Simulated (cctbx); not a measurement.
# Accept or mend?

Cell a = 4.4530 Å, b = 4.4530 Å, c = 6.9170 Å, α = 90.00°, β = 90.00°, γ = 90.00°; space group P4/nmm (no. 129, origin choice 1).

Simulated single-crystal data (cctbx): synchrotron X-rays, λ = 0.6889 Å, to d = 0.8 Å, 50 % of the full sphere, strongest reflection 70000 counts, noise from counting, a 4 % proportional error and a noise floor of 15 counts (s.d.); no absorption, and some extinction, which the refinements don't model.

An anisotropic refinement with weights 1/σ² prints:

```text
Rint 0.030, 103 unique reflections to 0.80 A
cycle     R1     wR2    GooF  max shift (A)
   1  0.1858  0.5632  24.696   0.00331
   5  0.1730  0.4582  20.092   0.00046
final R1 0.1727 wR2 0.4582 GooF 20.091  parameters 5  data/parameter 20.6
atom        x        y        z      Ueq    occ   su(xyz)  su(Uiso or U11)
Pb1    0.50000  0.50000  0.00000   0.0038  1.000  0.00000  0.0037
Sc1    0.00000  0.50000  0.32170   0.0634  1.000  0.00856  0.0276
difference map: max 47.67 min -5.47 rms 3.57
Q1    0.0000  0.5000  0.8276    2   48.04  2.53 A from Pb1
Q2    0.0000  0.0000  0.0000    2   37.79  0.00 A from Pb1
Q3    0.0000  0.5000  0.3176    2   36.80  0.03 A from Sc1
Q4    0.1375  0.3625  0.4435    8    3.30  1.21 A from Sc1
Q5    0.1704  0.3296  0.7464    8    2.04  2.13 A from Sc1
Q6    0.1613  0.3387  0.2335    8    1.92  1.18 A from Sc1
```

Q: Accept it or mend it, and why?

Mend it. The fault: an atom left out, Si at (0, 1/2, 0.8259). Against the right model at the same level, R1 goes from 0.0134 to 0.1727 and GooF from 1.20 to 20.09 and the top difference peak, 48.0 e/Å³, lies 2.53 Å from Pb1. Q1 is the missing atom. With scattering power missing, scale and phases suffer, so peaks may also grow on the heavy atoms.

The compound is ScSiPb. The right model at the same level gives:

```text
Rint 0.030, 103 unique reflections to 0.80 A
cycle     R1     wR2    GooF  max shift (A)
   1  0.0146  0.0304   1.356   0.00220
   2  0.0134  0.0270   1.201   0.00001
final R1 0.0134 wR2 0.0270 GooF 1.201  parameters 8  data/parameter 12.9
atom        x        y        z      Ueq    occ   su(xyz)  su(Uiso or U11)
Pb1    0.50000  0.50000  0.00000   0.0127  1.000  0.00000  0.0002
Sc1    0.00000  0.50000  0.32004   0.0218  1.000  0.00033  0.0005
Si1    0.00000  0.50000  0.82600   0.0168  1.000  0.00037  0.0006
difference map: max 0.62 min -1.36 rms 0.25
Q1    0.2500  0.2500  0.0000    4    0.62  1.57 A from Pb1
Q2    0.1313  0.3687  0.4813    8    0.56  1.39 A from Sc1
Q3    0.0000  0.2224  0.8116    8    0.52  1.24 A from Si1
Q4    0.0000  0.0000  0.3653    4    0.46  2.25 A from Sc1
Q5    0.1524  0.1432  0.3107   16    0.43  1.73 A from Sc1
Q6    0.2419  0.2581  0.3048    8    0.42  1.53 A from Sc1
```

Isotropic U is held between 0.0001 and 1 Å² by the program, and listed peak heights are interpolated, so they can pass the grid's maximum.

The model is made up (kin elements in a known structure type, no relaxation), so it says nothing on whether the phase exists.

[Middle refinement cycles are left out of these outputs.]

[Logs are printed without paths, hosts, clocks, repeated set-up lines and the standing remarks that a program may print on its own settings, such as how far it seeks lower states.]
